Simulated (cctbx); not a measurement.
**Occupancies in Rb2Re3Te4Se2**

Cell a = 17.9490 Å, b = 10.3500 Å, c = 12.7240 Å, α = 90.00°, β = 90.48°, γ = 90.00°; space group C2/c (no. 15); nominal formula Rb2Re3Te4Se2.

The data are simulated with cctbx, not measured: Mo Kα, λ = 0.71073 Å, to d = 0.65 Å, 80 % of the full sphere, strongest reflection 20000 counts, noise from counting, a 2 % proportional error and a noise floor of 8 counts (s.d.); no absorption.

With every site full:

```text
Rint 0.036, 4489 unique reflections to 0.65 A
cycle     R1     wR2    GooF  max shift (A)
   1  0.1485  0.2850   6.798   0.00225
   2  0.0214  0.0419   1.000   0.00000
final R1 0.0214 wR2 0.0419 GooF 1.000  parameters 100  data/parameter 44.9
atom        x        y        z      Ueq    occ   su(xyz)  su(Uiso or U11)
Re1    0.71099  0.89350  0.41371   0.0070  1.000  0.00002  0.0001
Re2    0.79051  0.67628  0.37383   0.0094  1.000  0.00002  0.0001
Re3    0.66109  0.65658  0.47601   0.0079  1.000  0.00002  0.0001
Te1    0.84800  0.57902  0.20453   0.0074  1.000  0.00003  0.0001
Te2    0.53320  0.46701  0.92227   0.0079  1.000  0.00003  0.0001
Te3    0.91249  0.63000  0.48050   0.0158  1.000  0.00004  0.0002
Te4    0.66441  0.59734  0.67250   0.0136  1.000  0.00004  0.0002
Rb1    0.88969  0.74735  0.98048   0.0106  1.000  0.00005  0.0002
Rb2    0.00000  0.77922  0.25000   0.0095  1.000  0.00007  0.0003
Rb3    0.00000  0.38266  0.25000   0.0123  1.000  0.00007  0.0003
Se2    0.83126  0.78483  0.72006   0.0083  1.000  0.00005  0.0002
Se3    0.75699  0.95781  0.06257   0.0124  1.000  0.00006  0.0002
difference map: max 3.01 min -2.84 rms 0.56
Q1    0.1812  0.2452  0.2627    8    3.11  0.44 A from Se2
Q2    0.1464  0.2089  0.2699    8    2.82  0.42 A from Se2
Q3    0.1113  0.2447  0.8111    8    2.52  1.98 A from Te1
Q4    0.0324  0.1855  0.7533    8    2.48  0.69 A from Rb2
Q5    0.1265  0.3898  0.0580    8    2.07  1.53 A from Rb1
Q6    0.0105  0.3746  0.2879    8    2.06  0.52 A from Rb3
```

With the occupancies of the suspect sites free, each still typed as its main element:

```text
Rint 0.036, 4489 unique reflections to 0.65 A
cycle     R1     wR2    GooF  max shift (A)
   1  0.0820  0.1592   3.798   0.00010
  18  0.0198  0.0385   0.919   0.00001
final R1 0.0198 wR2 0.0385 GooF 0.918  parameters 102  data/parameter 44.0
atom        x        y        z      Ueq    occ   su(xyz)  su(Uiso or U11)
Re1    0.71099  0.89350  0.41371   0.0071  1.000  0.00002  0.0001
Re2    0.79050  0.67628  0.37382   0.0094  1.000  0.00002  0.0001
Re3    0.66109  0.65658  0.47601   0.0080  1.000  0.00002  0.0001
Te1    0.84800  0.57900  0.20453   0.0074  1.000  0.00003  0.0001
Te2    0.53320  0.46701  0.92227   0.0080  1.000  0.00003  0.0001
Te3    0.91249  0.62999  0.48050   0.0143  0.959  0.00003  0.0002
Te4    0.66441  0.59735  0.67249   0.0137  1.000  0.00003  0.0001
Rb1    0.88969  0.74736  0.98047   0.0106  1.000  0.00005  0.0002
Rb2    0.00000  0.77923  0.25000   0.0095  1.000  0.00006  0.0003
Rb3    0.00000  0.38264  0.25000   0.0124  1.000  0.00006  0.0003
Se2    0.83125  0.78483  0.72006   0.0099  1.041  0.00005  0.0002
Se3    0.75699  0.95782  0.06256   0.0124  1.000  0.00005  0.0002
su of occupancy Te3: 0.002
su of occupancy Se2: 0.003
difference map: max 2.41 min -2.09 rms 0.54
Q1    0.1114  0.2440  0.8109    8    2.54  1.98 A from Te1
Q2    0.0324  0.1852  0.7534    8    2.46  0.69 A from Rb2
Q3    0.1730  0.2651  0.2472    8    2.11  0.67 A from Se2
Q4    0.0686  0.3227  0.8870    8    2.06  1.98 A from Rb1
Q5    0.2456  0.1328  0.3032    8    2.05  1.28 A from Re2
Q6    0.1437  0.1458  0.9903    8    2.04  1.31 A from Rb1
```

**Question.** What is the disorder?

X-rays count electrons. Te3 refines to 0.959(0.002), or 49.9 electrons; the site truly holds 0.85 Te and 0.15 Se, 49.3 electrons, which is 0.948 of Te; Se2 refines to 1.041(0.003), or 35.4 electrons; the site truly holds 0.85 Se and 0.15 Te, 36.7 electrons, which is 1.079 of Se. A value under 1 can't tell vacancies from a lighter guest, and one over 1 needs a heavier guest; chemistry or a second radiation must settle which. Occupancy correlates with U and the scale, and the two elements' form factors differ in shape, so the match is approximate.

Freeing them takes R1 from 0.0214 to 0.0198 and GooF from 1.00 to 0.92.

This is a model crystal, built by substitution and not relaxed, with assumed displacement parameters.

[Middle refinement cycles are left out of these outputs.]

[Logs are printed without paths, hosts, clocks, repeated set-up lines and the standing remarks that a program may print on its own settings, such as how far it seeks lower states.]
